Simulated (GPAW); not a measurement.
# Screening of a field by W2C(OH)2 MXene monolayer, part 3 of 3

Wanted: the out-of-plane polarisability of W2C(OH)2 MXene monolayer.

GPAW 26.7.0; GPAW, PAW setups; layer in a repeated cell with vacuum, relaxation of atoms and in-plane cell (the session's first sound run).

So far. Step 8 (In a field): The dipole is now 0.0625 e Å, against -5.6e-4 in the run without a field.

### 9. Field on

Level of this step: GPAW, PAW setups; slab in vacuum (GPAW).

Input file run.py:

```python
import json
import numpy as np
from ase import Atoms
from gpaw import GPAW, PW
from gpaw.external import ConstantElectricField

slab = Atoms(
    ['H', 'O', 'W', 'C', 'W', 'O', 'H'],
    positions=[
        [-0.00000, 1.89730, 9.00000],
        [-0.00000, 1.89730, 9.97852],
        [1.64310, 0.94865, 11.29956],
        [-0.00000, 0.00000, 12.24418],
        [-0.00000, 1.89730, 13.18880],
        [1.64310, 0.94865, 14.50984],
        [1.64310, 0.94865, 15.48836]],
    cell=[[3.28621, -0.0, 0.0], [-1.6431, 2.84594, 0.0], [0.0, 0.0, 24.4884]],
    pbc=[True, True, False])

slab.calc = GPAW(mode=PW(500), xc='PBE', kpts={'size': (12, 12, 1), 'gamma': True},
                 occupations={'name': 'fermi-dirac', 'width': 0.05}, nbands='160%',
                 convergence={'density': 1e-05}, maxiter=200,
                 poissonsolver={'dipolelayer': 'xy'},
                 external=ConstantElectricField(0.2, [0, 0, 1]),
                 symmetry={'tolerance': 1e-3}, txt='slab.txt')
result = {}
energy = slab.get_potential_energy()
fermi = slab.calc.get_fermi_level()
v = slab.calc.get_electrostatic_potential().mean((0, 1)) - fermi
n = slab.calc.get_pseudo_density().mean((0, 1))
L = slab.cell[2, 2]
z = np.arange(len(v)) * L / len(v)
low, high = slab.positions[:, 2].min(), slab.positions[:, 2].max()
below, above = np.interp([low - 6.8, high + 6.8], z, v)
slopes = [np.interp(x, z, np.gradient(v, z)) for x in (low - 6.8, high + 6.8)]
eps = np.array([[slab.calc.get_eigenvalues(k, s) for k in range(len(slab.calc.get_ibz_k_points()))]
                for s in range(slab.calc.get_number_of_spins())]) - fermi
top, bottom = eps[eps < 0].max(), eps[eps > 0].min()
dipole = slab.get_dipole_moment()[2]
print(f'energy {energy:.4f} eV, Fermi level {fermi:.4f} eV, dipole {dipole:.5f} e A')
print(f'potential 6.8 A off the faces, from the Fermi level: lower {below:.4f} eV, upper {above:.4f} eV')
print(f'slope of the potential there: lower {slopes[0]:.5f}, upper {slopes[1]:.5f} eV/A')
print(f'nearest levels on the mesh: {top:.4f} and {bottom:.4f} eV')
print('magnetic moment', round(slab.get_magnetic_moment(), 3))
result.update(energy=energy, fermi=fermi, dipole=dipole, below=below, above=above, slopes=slopes, edges=[top, bottom],
              z=z.tolist(), v=v.tolist(), n=n.tolist(), positions=slab.positions.tolist(),
              forces=slab.get_forces(apply_constraint=False).tolist(), moments=slab.get_magnetic_moments().tolist())
json.dump(result, open('result.json', 'w'))
```

Started as:

```sh
OMP_NUM_THREADS=1 OPENBLAS_NUM_THREADS=1 python run.py
```

What it wrote:

```text
energy -51.8431 eV, Fermi level 1.5668 eV, dipole 0.12535 e A
potential 6.8 A off the faces, from the Fermi level: lower 3.4331 eV, upper 1.0088 eV
slope of the potential there: lower -0.00127, upper -0.00018 eV/A
nearest levels on the mesh: -0.0355 and 0.0153 eV
magnetic moment 0.0
```

Run time: 3.3 min. Hardware: 1 thread of Intel Xeon 6975P-C (Granite Rapids), shared host; peak memory 0.7 GiB.

The electrostatic potential energy of an electron (without an applied field's), less the Fermi level, planar mean by z:

```
z (Å)  electrostatic potential energy of an electron (without an applied field's), less the Fermi level, planar mean (eV)
  0.0                                                                                                                2.22
  0.5                                                                                                                3.43
  1.0                                                                                                                3.43
  1.5                                                                                                                3.43
  2.0                                                                                                                3.43
  2.5                                                                                                                3.43
  3.0                                                                                                                3.43
  3.5                                                                                                                3.43
  4.0                                                                                                                3.42
  4.5                                                                                                                3.41
  5.0                                                                                                                3.39
  5.5                                                                                                                3.36
  6.0                                                                                                                3.31
  6.5                                                                                                                3.22
  7.0                                                                                                                3.06
  7.5                                                                                                                2.79
  8.0                                                                                                                2.33
  8.5                                                                                                                1.42
  9.0                                                                                                              -0.385
  9.5                                                                                                              -0.624
 10.0                                                                                                               -9.24
 10.5                                                                                                               -6.66
 11.0                                                                                                               -18.3
 11.5                                                                                                               -21.5
 12.0                                                                                                               -15.0
 12.5                                                                                                               -15.1
 13.0                                                                                                               -22.1
 13.5                                                                                                               -18.5
 14.0                                                                                                               -7.30
 14.5                                                                                                               -10.2
 15.0                                                                                                               -1.67
 15.5                                                                                                               -1.81
 16.0                                                                                                              -0.208
 16.5                                                                                                               0.464
 17.0                                                                                                               0.740
 17.5                                                                                                               0.876
 18.0                                                                                                               0.943
 18.5                                                                                                               0.977
 19.0                                                                                                               0.994
 19.5                                                                                                                1.00
 20.0                                                                                                                1.00
 20.5                                                                                                                1.01
 21.0                                                                                                                1.01
 21.5                                                                                                                1.01
 22.0                                                                                                                1.01
 22.5                                                                                                                1.01
 23.0                                                                                                                1.01
 23.5                                                                                                                1.01
 24.0                                                                                                                1.01
```

The dipole is now 0.125 e Å, against -5.6e-4 in the run without a field.

### 10. In a field

run.py, as its differences from that of step 9:

```diff
@@ -23,3 +23,3 @@
                  poissonsolver={'dipolelayer': 'xy'},
-                 external=ConstantElectricField(0.2, [0, 0, 1]),
+                 external=ConstantElectricField(0.3, [0, 0, 1]),
                  symmetry={'tolerance': 1e-3}, txt='slab.txt')
```

What it wrote:

```text
energy -51.8589 eV, Fermi level 1.5289 eV, dipole 0.18922 e A
potential 6.8 A off the faces, from the Fermi level: lower 4.1246 eV, upper 0.4659 eV
slope of the potential there: lower -0.00359, upper -0.00013 eV/A
nearest levels on the mesh: -0.0364 and 0.0148 eV
magnetic moment 0.0
```

Run time: 3.5 min. Hardware: 1 thread; peak memory 0.7 GiB.

Table of electrostatic potential energy of an electron (without an applied field's), less the Fermi level, planar mean by z:

```
z (Å)  electrostatic potential energy of an electron (without an applied field's), less the Fermi level, planar mean (eV)
  0.0                                                                                                                2.30
  0.5                                                                                                                4.13
  1.0                                                                                                                4.13
  1.5                                                                                                                4.13
  2.0                                                                                                                4.13
  2.5                                                                                                                4.12
  3.0                                                                                                                4.12
  3.5                                                                                                                4.11
  4.0                                                                                                                4.10
  4.5                                                                                                                4.09
  5.0                                                                                                                4.06
  5.5                                                                                                                4.01
  6.0                                                                                                                3.94
  6.5                                                                                                                3.82
  7.0                                                                                                                3.62
  7.5                                                                                                                3.31
  8.0                                                                                                                2.80
  8.5                                                                                                                1.83
  9.0                                                                                                             -0.0396
  9.5                                                                                                              -0.337
 10.0                                                                                                               -9.01
 10.5                                                                                                               -6.48
 11.0                                                                                                               -18.2
 11.5                                                                                                               -21.5
 12.0                                                                                                               -15.0
 12.5                                                                                                               -15.1
 13.0                                                                                                               -22.1
 13.5                                                                                                               -18.6
 14.0                                                                                                               -7.48
 14.5                                                                                                               -10.4
 15.0                                                                                                               -1.96
 15.5                                                                                                               -2.16
 16.0                                                                                                              -0.618
 16.5                                                                                                             0.00624
 17.0                                                                                                               0.249
 17.5                                                                                                               0.362
 18.0                                                                                                               0.416
 18.5                                                                                                               0.442
 19.0                                                                                                               0.455
 19.5                                                                                                               0.460
 20.0                                                                                                               0.463
 20.5                                                                                                               0.464
 21.0                                                                                                               0.465
 21.5                                                                                                               0.465
 22.0                                                                                                               0.466
 22.5                                                                                                               0.466
 23.0                                                                                                               0.466
 23.5                                                                                                               0.466
 24.0                                                                                                               0.467
```

The dipole is now 0.189 e Å, against -5.6e-4 in the run without a field.

### 11. The series

The members are put on one axis.

This step: induced dipole against applied field (GPAW 26.7.0).

The dipole along the normal by field:

```
field (V/Å)  dipole along the normal (e·Å)
     -0.200                         -0.125
     -0.100                        -0.0625
     -0.050                        -0.0313
      0.000                        -5.6e-4
      0.050                         0.0313
      0.100                         0.0625
      0.200                          0.125
      0.300                          0.189
```

### 12. Results

```json
{
  "work function, upper and lower face": "2.174 and 2.161 eV",
  "dipole along the normal": "-5.6e-4 e Å",
  "induced dipole per field": "0.628 e Å per V/Å",
  "out-of-plane polarisability per area, α/(ε0 A)": "12.2 Å"
}
```

**Reading.** The field induces 0.628 e Å per V/Å, a polarisable thickness α/(ε0 A) of 12.2 Å beside 6.49 Å between the outermost nuclei. A perfect conductor would give the distance between its two image planes; a dielectric of thickness t gives t(1 - 1/ε). The induced dipole is linear in the field over this range. The starting lattice was a guess from atomic radii; the relaxation moved it by 5 %. The small printed dipole stands for a step of 11 meV from the lower to the upper face, and the probes find 12 meV; values this small are near the numerical noise of both. The layer's cell and atoms come from the relaxation; spin-orbit coupling and temperature are left out.

[Logs are printed without paths, hosts, clocks, repeated set-up lines and the standing remarks that a program may print on its own settings, such as how far it seeks lower states.]

[Hosts, paths, dates, database ids (printed as entryN), source tags and the programs' standing remarks are cut or masked in the printed files.]
